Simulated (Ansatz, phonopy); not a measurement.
# SiC (Moissanite 3C, F-43m) at temperature and pressure, part 2 of 2

How does compression alter the response of SiC (Moissanite 3C) to heat?

Ansatz 0.2.0; DFT RPBE, scalar-relativistic, plane waves, PAW.

So far, isothermal bulk modulus at 298 K (GPa): step 6 (phonons on strained cells, pressure 2 GPa) 208.

### 9. Phonons on strained cells, pressure 10 GPa

Contents of input.yaml:

```yaml
crystal:
  lattice:
    - [0.0, 2.1684264115, 2.1684264115]
    - [2.1684264115, 0.0, 2.1684264115]
    - [2.1684264115, 2.1684264115, 0.0]
  atoms:
    - { symbol: Si, position: [0.0, 0.0, 0.0] }
    - { symbol: C, position: [0.25, 0.25, 0.25] }
kpoints:
  mp_grid: { grid: [12, 12, 12] }
hamiltonian:
  xc: rpbe
scf:
  occupations: { method: fixed }
output:
  eigenvalues: true
phonons:
  method: dfpt
  qmesh: [4, 4, 4]
  temperatures: { t_max: 1200.0, t_step: 50 }
  thermal_expansion: { pressure: 10.0 }
```

Started as:

```
> ansatz run input.yaml --threads 4 --pin off --max-ram 8192MiB --backend cpu --events-out ev --progress --plain --runs-dir out
```

Run time: 4.5 min. Hardware: 4 threads of Intel Xeon Platinum 8488C (Sapphire Rapids), shared host; peak memory 1.2 GiB.

This step gave:

```
pressure                                         : 10.00 GPa
volume expansion coefficient at 298 K            : 6.172 1e-6/K
C_P at 298 K                                     : 13.38 J/mol-atom/K
entropy at 298 K                                 : 8.428 J/mol-atom/K
isothermal bulk modulus at 298 K                 : 238.8 GPa
Grüneisen parameter at 298 K                     : 0.6827
volume at 298 K                                  : 10.28 Å³/atom
principal linear expansion coefficients at 298 K : 2.057, 2.057, 2.057 1e-6/K
```

Strained cells of the study; zero-point energy where phonons were solved; the pressures are stresses at a fixed cutoff and can carry an offset from the finite basis. Expansion cells, by row:

| cell | \|a\| (Å) | \|b\| (Å) | \|c\| (Å) | V (Å³/atom) | E - E_lowest (meV/atom) | pressure, compression positive (GPa) | gap (eV) | zero-point energy (meV/atom) |
| --- | --- | --- | --- | --- | --- | --- | --- | --- |
| 1 | 3.067 | 3.067 | 3.067 | 10.2 | 13.77 | 9.995 | 1.356 | - |
| 2 | 3.091 | 3.091 | 3.091 | 10.44 | 2.744 | 4.417 | 1.379 | - |
| 3 | 3.042 | 3.042 | 3.042 | 9.955 | 33.3 | 16.09 | 1.331 | - |
| 4 | 3.067 | 3.067 | 3.067 | 10.2 | 13.65 | 9.952 | 1.356 | 111.9 |
| 5 | 3.082 | 3.082 | 3.082 | 10.35 | 5.822 | 6.404 | 1.371 | 110.2 |
| 6 | 3.076 | 3.076 | 3.076 | 10.29 | 8.739 | 7.883 | 1.365 | 111 |
| 7 | 3.093 | 3.093 | 3.093 | 10.47 | 2.159 | 3.941 | 1.382 | 109 |
| 8 | 3.036 | 3.036 | 3.036 | 9.897 | 39.41 | 17.67 | 1.325 | - |
| 9 | 3.052 | 3.052 | 3.052 | 10.05 | 24.82 | 13.7 | 1.341 | - |
| 10 | 3.107 | 3.107 | 3.107 | 10.6 | 0 | 1.152 | 1.394 | - |

Quasi-harmonic; a, b, c are the run's own cell vectors. Expansion, by row:

| T (K) | a (Å) | b (Å) | c (Å) | alpha (deg) | beta (deg) | gamma (deg) | cell volume (Å³/cell) | alpha_a (1e-6/K) | alpha_b (1e-6/K) | alpha_c (1e-6/K) | alpha_V (1e-6/K) | C_P (J/mol-atom/K) | C_V (J/mol-atom/K) | S (J/mol-atom/K) | B_T (GPa) | B_S (GPa) | Grueneisen | extrapolation | fit error (1e-6/K) |
| --- | --- | --- | --- | --- | --- | --- | --- | --- | --- | --- | --- | --- | --- | --- | --- | --- | --- | --- | --- |
| 0 | 3.074 | 3.074 | 3.074 | 60 | 60 | 60 | 20.54 | 0 | 0 | 0 | 0 | 0 | 0 | 0 | 239.9 | 239.9 | - | 0 | 0 |
| 50 | 3.074 | 3.074 | 3.074 | 60 | 60 | 60 | 20.54 | 0.01 | 0.01 | 0.01 | 0.04 | 0.264 | 0.264 | 0.076 | 239.9 | 239.9 | 0.236 | 0 | 0 |
| 100 | 3.074 | 3.074 | 3.074 | 60 | 60 | 60 | 20.54 | 0.15 | 0.15 | 0.15 | 0.44 | 2.252 | 2.252 | 0.764 | 239.8 | 239.8 | 0.292 | 0 | 0 |
| 150 | 3.074 | 3.074 | 3.074 | 60 | 60 | 60 | 20.54 | 0.48 | 0.48 | 0.48 | 1.44 | 5.194 | 5.194 | 2.223 | 239.7 | 239.8 | 0.41 | 0 | 0 |
| 200 | 3.074 | 3.074 | 3.074 | 60 | 60 | 60 | 20.55 | 0.98 | 0.98 | 0.98 | 2.94 | 8.225 | 8.222 | 4.134 | 239.5 | 239.6 | 0.53 | 0 | 0 |
| 250 | 3.075 | 3.075 | 3.075 | 60 | 60 | 60 | 20.55 | 1.54 | 1.54 | 1.54 | 4.63 | 11.04 | 11.03 | 6.278 | 239.2 | 239.3 | 0.621 | 0 | 0 |
| 298.1 | 3.075 | 3.075 | 3.075 | 60 | 60 | 60 | 20.56 | 2.06 | 2.06 | 2.06 | 6.17 | 13.38 | 13.36 | 8.428 | 238.8 | 239.1 | 0.683 | 0 | 0.01 |
| 300 | 3.075 | 3.075 | 3.075 | 60 | 60 | 60 | 20.56 | 2.08 | 2.08 | 2.08 | 6.23 | 13.46 | 13.44 | 8.511 | 238.7 | 239 | 0.685 | 0 | 0.01 |
| 350 | 3.075 | 3.075 | 3.075 | 60 | 60 | 60 | 20.56 | 2.54 | 2.54 | 2.54 | 7.61 | 15.45 | 15.42 | 10.74 | 238.2 | 238.7 | 0.728 | 0 | 0.01 |
| 400 | 3.076 | 3.076 | 3.076 | 60 | 60 | 60 | 20.57 | 2.92 | 2.92 | 2.92 | 8.77 | 17.06 | 17.01 | 12.91 | 237.7 | 238.3 | 0.759 | 0 | 0.01 |
| 450 | 3.076 | 3.076 | 3.076 | 60 | 60 | 60 | 20.58 | 3.24 | 3.24 | 3.24 | 9.71 | 18.34 | 18.28 | 15 | 237.1 | 237.9 | 0.781 | 0 | 0.01 |
| 500 | 3.077 | 3.077 | 3.077 | 60 | 60 | 60 | 20.59 | 3.5 | 3.5 | 3.5 | 10.49 | 19.38 | 19.3 | 16.99 | 236.5 | 237.5 | 0.797 | 0 | 0.01 |
| 550 | 3.077 | 3.077 | 3.077 | 60 | 60 | 60 | 20.6 | 3.71 | 3.71 | 3.71 | 11.12 | 20.21 | 20.11 | 18.87 | 235.9 | 237 | 0.809 | 0 | 0.01 |
| 600 | 3.078 | 3.078 | 3.078 | 60 | 60 | 60 | 20.61 | 3.88 | 3.88 | 3.88 | 11.65 | 20.89 | 20.78 | 20.66 | 235.2 | 236.6 | 0.819 | 0 | 0.01 |
| 650 | 3.078 | 3.078 | 3.078 | 60 | 60 | 60 | 20.63 | 4.03 | 4.03 | 4.03 | 12.1 | 21.46 | 21.32 | 22.36 | 234.6 | 236.1 | 0.827 | 0 | 0.01 |
| 700 | 3.079 | 3.079 | 3.079 | 60 | 60 | 60 | 20.64 | 4.16 | 4.16 | 4.16 | 12.47 | 21.92 | 21.77 | 23.97 | 233.9 | 235.6 | 0.833 | 0 | 0.01 |
| 750 | 3.08 | 3.08 | 3.08 | 60 | 60 | 60 | 20.65 | 4.27 | 4.27 | 4.27 | 12.8 | 22.32 | 22.14 | 25.49 | 233.3 | 235.1 | 0.838 | 0 | 0.01 |
| 800 | 3.08 | 3.08 | 3.08 | 60 | 60 | 60 | 20.67 | 4.36 | 4.36 | 4.36 | 13.07 | 22.65 | 22.45 | 26.94 | 232.6 | 234.7 | 0.843 | 0 | 0.01 |
| 850 | 3.081 | 3.081 | 3.081 | 60 | 60 | 60 | 20.68 | 4.44 | 4.44 | 4.44 | 13.32 | 22.93 | 22.72 | 28.33 | 231.9 | 234.2 | 0.847 | 0 | 0.01 |
| 900 | 3.082 | 3.082 | 3.082 | 60 | 60 | 60 | 20.69 | 4.51 | 4.51 | 4.51 | 13.54 | 23.18 | 22.94 | 29.64 | 231.3 | 233.7 | 0.85 | 0 | 0.01 |
| 950 | 3.082 | 3.082 | 3.082 | 60 | 60 | 60 | 20.71 | 4.58 | 4.58 | 4.58 | 13.73 | 23.4 | 23.14 | 30.9 | 230.6 | 233.2 | 0.853 | 0 | 0.01 |
| 1000 | 3.083 | 3.083 | 3.083 | 60 | 60 | 60 | 20.72 | 4.63 | 4.63 | 4.63 | 13.9 | 23.58 | 23.31 | 32.11 | 229.9 | 232.6 | 0.856 | 0 | 0.01 |
| 1050 | 3.084 | 3.084 | 3.084 | 60 | 60 | 60 | 20.74 | 4.69 | 4.69 | 4.69 | 14.06 | 23.75 | 23.45 | 33.26 | 229.2 | 232.1 | 0.858 | 0 | 0.01 |
| 1100 | 3.084 | 3.084 | 3.084 | 60 | 60 | 60 | 20.75 | 4.74 | 4.74 | 4.74 | 14.21 | 23.9 | 23.58 | 34.37 | 228.5 | 231.6 | 0.86 | 0 | 0.02 |
| 1150 | 3.085 | 3.085 | 3.085 | 60 | 60 | 60 | 20.77 | 4.78 | 4.78 | 4.78 | 14.34 | 24.03 | 23.69 | 35.44 | 227.8 | 231.1 | 0.862 | 0 | 0.02 |
| 1200 | 3.086 | 3.086 | 3.086 | 60 | 60 | 60 | 20.78 | 4.82 | 4.82 | 4.82 | 14.46 | 24.15 | 23.79 | 36.46 | 227.2 | 230.6 | 0.864 | 0 | 0.02 |

The expansion coefficient by temperature; values in 1e-6/K:

| temperature (K) | volume | principal 1 |
| --- | --- | --- |
| 0 | 0 | 0 |
| 50 | 0.04 | 0.01 |
| 100 | 0.44 | 0.15 |
| 200 | 2.94 | 0.98 |
| 250 | 4.63 | 1.54 |
| 298 | 6.17 | 2.06 |
| 300 | 6.23 | 2.08 |
| 350 | 7.61 | 2.54 |
| 450 | 9.71 | 3.24 |
| 500 | 10.5 | 3.5 |
| 550 | 11.1 | 3.71 |
| 600 | 11.7 | 3.88 |
| 650 | 12.1 | 4.03 |
| 700 | 12.5 | 4.16 |
| 800 | 13.1 | 4.36 |
| 850 | 13.3 | 4.44 |
| 900 | 13.5 | 4.51 |
| 950 | 13.7 | 4.58 |
| 1000 | 13.9 | 4.63 |
| 1100 | 14.2 | 4.74 |
| 1150 | 14.3 | 4.78 |
| 1200 | 14.5 | 4.82 |

Changing the pressure (2 → 10 GPa) takes the volume expansion at 298 K from 7.74 to 6.17 × 10⁻⁶/K and B_T from 208 to 239 GPa.

### 10. Outcome

```json
{
  "settings of these figures": "RPBE, 487.2 eV, k 12×12×12, q 4×4×4, 2 GPa",
  "volume expansion coefficient at 298 K": "7.74 1e-6/K",
  "C_P at 298 K": "13.86 J/mol-atom/K",
  "entropy at 298 K": "8.777 J/mol-atom/K",
  "isothermal bulk modulus at 298 K": "208 GPa",
  "Grüneisen parameter at 298 K": "0.7463",
  "volume at 298 K": "10.65 Å³/atom",
  "principal linear expansion coefficients at 298 K": "2.58, 2.58, 2.58 1e-6/K"
}
```

**Reading.** Near room temperature and at 2 GPa SiC (Moissanite 3C) expands by 7.74 × 10⁻⁶/K in volume by RPBE, with C_P = 13.9 J/(mol K) per mole of atoms and B_T = 208 GPa. C_P at room temperature is 56 % of the classical 3R an atom, so the stiffest modes are still partly frozen out. Going from 2 to 10 GPa changes the volume expansion at 298 K from 7.74 to 6.17 × 10⁻⁶/K; since α = γC_V/(B V), it follows the bulk modulus (208 → 239 GPa) and the Grüneisen parameter (0.75 → 0.68). The interpolation has no quadrupole term, so branches near the zone centre are less sure, since this crystal has sites that are not centres of inversion. The PAW files were made for PBE and are used here under another functional, for which the program regenerates the frozen cores.

[Logs are printed without paths, hosts, clocks, repeated set-up lines and the standing remarks that a program may print on its own settings, such as how far it seeks lower states.]

[Hosts, paths, dates, database ids (printed as entryN), source tags and the programs' standing remarks are cut or masked in the printed files.]

[A step with changed settings may run another functional than the one named; its input shows which.]
